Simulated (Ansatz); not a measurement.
# AlNi3: optical spectrum from first principles, part 2 of 2

Aim: the dielectric function of AlNi3, and the optical constants that follow from it.

Ansatz 0.2.0; DFT, PBE, plane-wave PAW, default files, scalar-relativistic, independent-particle optical response without local fields.

So far. Step 2 (Ground state and bands): There are states at the Fermi level within the smearing, so the occupations stay smeared and the carriers get a Drude term. The cell is left with a pressure of 7.4 GPa, as it stands unrelaxed at this level.

### 3. Spectrum

With the density converged, the vertical transitions are summed over the zone.

This step: DFT, PBE, plane-wave PAW, default files, scalar-relativistic, independent-particle optical response without local fields (Ansatz 0.2.0).

input.yaml

```yaml
crystal:
  lattice:
    - [3.5230547267, 0.0, 0.0]
    - [0.0, 3.5230547267, 0.0]
    - [0.0, 0.0, 3.5230547267]
  atoms:
    - { symbol: Ni, position: [0.5, 0.5, 0.0], spin: 1.0 }
    - { symbol: Ni, position: [0.5, 0.0, 0.5], spin: 1.0 }
    - { symbol: Ni, position: [0.0, 0.5, 0.5], spin: 1.0 }
    - { symbol: Al, position: [0.0, 0.0, 0.0] }
magnetization:
  spin_polarized: true
kpoints:
  mp_grid: { grid: [8, 8, 8] }
scf:
  occupations: { method: fermi_dirac, width: 0.05 }
hamiltonian:
  xc: pbe
  pseudopotentials: { kind: paw }
output:
  optics:
    e_range: [0, 20]
    de: 0.05
    sigma: 0.15
    drude_damping: 0.03
    nscf_kmesh: { grid: [10, 10, 10] }
    bands: { spectra_wanted_up_to: 20 }
```

Run with:

```
ansatz run input.yaml --threads 4 --pin off --max-ram 8192MiB --backend cpu --events-out ev --progress --plain --runs-dir out
```

Numbers of over 12 decimals in the logs are rounded to 6 here.

Output:

```text
[...]
Crystal: 4 atoms, lattice volume = 43.728 Å³
Basis set: ecut = 420 eV, 847 PW (Γ)
Bands: 36, of which v1, the nominal top of the filled ones, is band 29 counted from 1 (28 counted from 0)
Symmetry: 48 space group operations
[...]
k-points: 35 of 512
[...]
Starting moments: Σ|m| = 3 μB on 3 of 4 sites
[...]
SCF iter   1: F=—  HF=-18055.689987 eV  |F-HF|=—  |Δ(HF+E_count)|=         —  Δρ=1.11e-1 (↑1.11e-1 ↓4.34e-2)  dr2=2.19e0  dr2_m=1.95e0  M=1.007 μB ∫|m|=1.266 μB  β_m=0.30  ethr=3.10e-3  ⟨swp⟩=5.8  Hψ=8972  notcnv=0  defer=11
[...]
SCF iter  15: F=-18058.365775 eV  HF=-18058.365775 eV  |F-HF|=3.64e-12  |Δ(HF+E_count)|=  3.64e-12  Δρ=1.14e-8 (↑4.33e-9 ↓1.14e-8)  dr2=6.03e-14  dr2_m=6.45e-15  M=0.703 μB ∫|m|=0.877 μB  ethr=1.00e-12  ⟨swp⟩=7.2  Hψ=8989  notcnv=0
SCF 1 converged in 15 iterations: F = -18058.365775 eV  dr2 = 6.03e-14
[...]
NSCF: frozen V_eff on 56 k-points
output.optics: what the bands over the 59 summed would add to eps1, eps2 and the energy-loss function is held between a lower and an upper bound (8 Lanczos steps). eps1, eps2 and their loss function (loss_summed_bands) are given on every row as the summed bands alone make them. Along an axis, on a row where the two bounds hold the loss function to about 1 % of the greater of itself and 0.5 % of |1/eps|, its cell (loss_completed) is given, with the completed eps1 and eps2 that it is formed of (a cell that is left empty reads nan in the table and null in the record). The two bounds hold it so along every axis on all 400 rows up to 20.000 eV. [rest of the remark cut]
SCF converged after 15 iterations
Magnetization: 0.7028 μB (28.8514 up, 28.1486 down)
Absolute magnetization: 0.8779 μB (∫|ρ↑−ρ↓|, with the PAW one-centre terms)
[...]
Per-site moments (μB) at R_I (Å): [(0.260065, 1.027610), (0.260065, 1.027610), (0.260065, 1.027610), (-0.015726, 1.027610)]
Free energy (F): -18058.365775 eV
[...]
Internal energy: -18058.336951 eV  (E = F + TS)
E sigma→0 (E₀):  -18058.351363 eV
Entropy (-TS):   -0.028824 eV (-7.206 meV/atom)
Fermi energy:    16.472192 eV
[...]
--- Band table (eV; the first three rows and the last of 70) ---
  k-point 0 ↑: bands = [... 25 lower, 16.4101, 16.4101, 16.4101, 17.2989, 17.2989, 17.2989, 23.1580, 23.1580, ... 3 higher]
  k-point 1 ↑: bands = [... 25 lower, 16.0165, 16.1450, 16.4103, 16.6016, 17.9438, 17.9438, 23.1388, 23.5981, ... 3 higher]
  k-point 2 ↑: bands = [... 25 lower, 15.7858, 15.8570, 15.9805, 16.4107, 19.1006, 19.1006, 23.0843, 23.8700, ... 3 higher]
  k-point 34 ↓: bands = [... 25 lower, 15.5549, 15.5549, 16.1541, 16.5998, 16.5998, 16.5998, 20.1549, 20.8091, ... 3 higher]
```

Run time: 1.9 min. Hardware: 4 threads of Intel Xeon at 2.50GHz (Skylake/Cascade Lake), shared host; peak memory 1.6 GiB.

Read-outs, printed or worked out from the files:

* magnetization: 0.7028 μB
* absolute magnetization: 0.8779 μB
* site moments: 0.2601, 0.2601, 0.2601, -0.01573 μB
* main peak of the optical conductivity above 1 eV, first axis: 1.405 eV
* Drude plasma energy, first axis: 4.339 eV
* bands summed: 59
* spectra valid up to: 30.49 eV
* program's estimate of the k-sum error in Im epsilon: 0.14 %
* electrons in the f-sum: 20.25

The Im ε, any direction by photon energy; read off at these points:

| photon energy (eV) | Im ε, any direction |
| --- | --- |
| 0.50 | 45.4 |
| 1.00 | 49.5 |
| 1.25 | 49.8 |
| 1.50 | 43.2 |
| 2.00 | 24.3 |
| 2.50 | 13.7 |
| 3.00 | 8.73 |
| 3.50 | 6.30 |
| 4.00 | 5.41 |
| 4.50 | 10.8 |
| 5.00 | 7.34 |
| 5.50 | 8.82 |
| 6.00 | 6.45 |
| 6.50 | 5.31 |
| 7.00 | 5.50 |
| 7.50 | 5.01 |
| 8.00 | 4.13 |
| 8.50 | 3.55 |
| 9.00 | 2.86 |
| 9.50 | 2.60 |
| 10.00 | 2.48 |
| 10.50 | 2.50 |
| 11.00 | 3.11 |
| 11.50 | 2.62 |
| 12.00 | 2.16 |
| 12.50 | 2.03 |
| 13.00 | 1.98 |
| 13.50 | 2.02 |
| 14.00 | 1.91 |
| 14.50 | 1.74 |
| 15.00 | 1.61 |
| 15.50 | 1.57 |
| 16.00 | 1.46 |
| 16.50 | 1.45 |
| 17.00 | 1.25 |
| 17.50 | 1.05 |
| 18.00 | 0.917 |
| 18.50 | 0.816 |
| 19.00 | 0.761 |
| 19.50 | 0.656 |
| 20.00 | 0.568 |

The Re ε, any direction by photon energy:

photon energy (eV), Re ε, any direction and a bar from the least value:
```
        1          8 ##############################
        2        -11 
        3         -6 #########
        4          2 #####################
        5         -1 ################
        6         -2 ##############
        7         -1 ################
        8         -2 ###############
        9         -1 ################
       10          0 #################
       11          0 ##################
       12         -1 #################
       13          0 #################
       14          0 #################
       15          0 #################
       16          0 #################
       17          0 #################
       18          0 ##################
       19          0 ##################
       20          0 ##################
```

Table of loss function −Im 1/ε at q → 0, any direction by energy loss; read off at these points:

energy loss (eV), loss function −Im 1/ε at q → 0, any direction and a bar:
```
      1.0       0.02 
      2.0       0.03 
      3.0       0.08 #
      4.0       0.16 ###
      5.0       0.13 ##
      6.0       0.14 ##
      7.0       0.18 ###
      8.0       0.21 ####
      9.0       0.30 #####
     10.0       0.39 #######
     11.0       0.32 ######
     12.0       0.43 ########
     13.0       0.50 #########
     14.0       0.51 #########
     15.0       0.61 ###########
     16.0       0.67 ############
     17.0       0.75 ##############
     18.0       1.06 ####################
     19.0       1.31 #########################
     19.8       1.59 ##############################
     20.0       1.53 #############################
```

Reflectivity at normal incidence, any direction against photon energy; read off at these points:

| photon energy (eV) | reflectivity at normal incidence, any direction (%) |
| --- | --- |
| 0.50 | 72.7 |
| 1.00 | 65.3 |
| 1.50 | 69.6 |
| 2.00 | 66.4 |
| 2.50 | 64.0 |
| 3.00 | 57.0 |
| 3.50 | 43.6 |
| 4.00 | 26.0 |
| 4.50 | 42.0 |
| 4.80 | 44.6 |
| 5.00 | 41.0 |
| 5.50 | 40.6 |
| 5.85 | 45.3 |
| 6.00 | 44.3 |
| 6.50 | 37.4 |
| 7.00 | 37.0 |
| 7.50 | 39.3 |
| 8.00 | 40.2 |
| 8.50 | 37.8 |
| 9.00 | 35.5 |
| 9.50 | 29.0 |
| 10.00 | 26.9 |
| 10.50 | 21.9 |
| 11.00 | 25.9 |
| 11.50 | 29.2 |
| 11.75 | 29.2 |
| 12.00 | 27.7 |
| 12.50 | 24.5 |
| 13.00 | 22.5 |
| 13.50 | 22.5 |
| 14.00 | 23.6 |
| 14.50 | 23.5 |
| 15.00 | 22.0 |
| 15.50 | 22.1 |
| 16.00 | 21.5 |
| 16.50 | 22.0 |
| 17.00 | 24.5 |
| 17.50 | 23.9 |
| 18.00 | 21.9 |
| 18.50 | 19.5 |
| 19.00 | 16.9 |
| 19.50 | 15.7 |
| 20.00 | 11.0 |

The refractive index n and extinction k by photon energy:

| photon energy (eV) | n | k |
| --- | --- | --- |
| 0.5 | 3.93 | 5.77 |
| 1.0 | 5.37 | 4.61 |
| 1.5 | 4.08 | 5.29 |
| 2.0 | 2.80 | 4.35 |
| 2.5 | 1.91 | 3.58 |
| 3.0 | 1.55 | 2.81 |
| 3.5 | 1.50 | 2.10 |
| 4.0 | 2.01 | 1.34 |
| 4.5 | 2.42 | 2.24 |
| 5.0 | 1.76 | 2.08 |
| 5.5 | 2.07 | 2.13 |
| 6.0 | 1.51 | 2.13 |
| 6.5 | 1.46 | 1.81 |
| 7.0 | 1.51 | 1.81 |
| 7.5 | 1.36 | 1.84 |
| 8.0 | 1.17 | 1.77 |
| 8.5 | 1.09 | 1.63 |
| 9.0 | 0.977 | 1.47 |
| 9.5 | 1.01 | 1.29 |
| 10.0 | 1.01 | 1.22 |
| 10.5 | 1.12 | 1.11 |
| 11.0 | 1.21 | 1.28 |
| 11.5 | 1.01 | 1.29 |
| 12.0 | 0.915 | 1.18 |
| 12.5 | 0.927 | 1.09 |
| 13.0 | 0.947 | 1.05 |
| 13.5 | 0.959 | 1.05 |
| 14.0 | 0.906 | 1.05 |
| 14.5 | 0.858 | 1.02 |
| 15.0 | 0.839 | 0.960 |
| 15.5 | 0.826 | 0.951 |
| 16.0 | 0.800 | 0.916 |
| 16.5 | 0.788 | 0.919 |
| 17.0 | 0.696 | 0.901 |
| 17.5 | 0.639 | 0.821 |
| 18.0 | 0.619 | 0.740 |
| 18.5 | 0.613 | 0.665 |
| 19.0 | 0.625 | 0.608 |
| 19.5 | 0.604 | 0.542 |
| 20.0 | 0.646 | 0.440 |

Optical constants at common wavelengths, from n + ik = √ε:

| wavelength (nm) | n | k | R (%) | 1/α |
| --- | --- | --- | --- | --- |
| 1064 | 5.21 | 4.764 | 66.0 | 18 nm |
| 633 | 2.86 | 4.368 | 66.3 | 12 nm |
| 450 | 1.71 | 3.193 | 61.0 | 11 nm |
| 405 | 1.53 | 2.718 | 55.6 | 12 nm |
| 365 | 1.49 | 2.239 | 46.8 | 13 nm |
| 248 | 1.77 | 2.080 | 41.0 | 9.5 nm |
| 193 | 1.45 | 1.843 | 38.3 | 8.3 nm |

In reflection the computed colour is light grey: x = 0.319, y = 0.339, luminous reflectivity 66 %.

### 4. Results

| Property | Result |
| --- | --- |
| gap on the path | 0 eV |
| main peak of the optical conductivity above 1 eV, first axis | 1.40 eV |
| Drude plasma energy, first axis | 4.34 eV |

**Reading.** At this level (PBE, independent particles) AlNi3 is a metal with a Drude plasma energy of 4.3 eV; it reflects 67 % at 550 nm. Along x the bare Drude plasma energy is 4.3 eV; Re ε first rises through zero at 0.63 eV, far lower, because interband transitions screen the carriers. Im ε is 48 there, so the loss peak at that energy is weak. In reflection the computed colour is light grey: x = 0.319, y = 0.339, luminous reflectivity 66 %. In the base run ε includes the program's bounded estimate of what the bands above those summed add. The carriers' damping of 0.03 eV is typed, not computed; at 0.8 eV the carriers give 2 % of Im ε along the first axis; the rest comes from the sum over bands, which at low energy also holds close bands and the noise of the mesh. The magnetic state comes from one start and need not be the lowest. The Fermi-Dirac width of 0.05 eV acts as an electron temperature of 580 K in the carriers' term.

[Logs are printed without paths, hosts, clocks, repeated set-up lines and the standing remarks that a program may print on its own settings, such as how far it seeks lower states.]

[Hosts, paths, dates, database ids (printed as entryN), source tags and the programs' standing remarks are cut or masked in the printed files.]
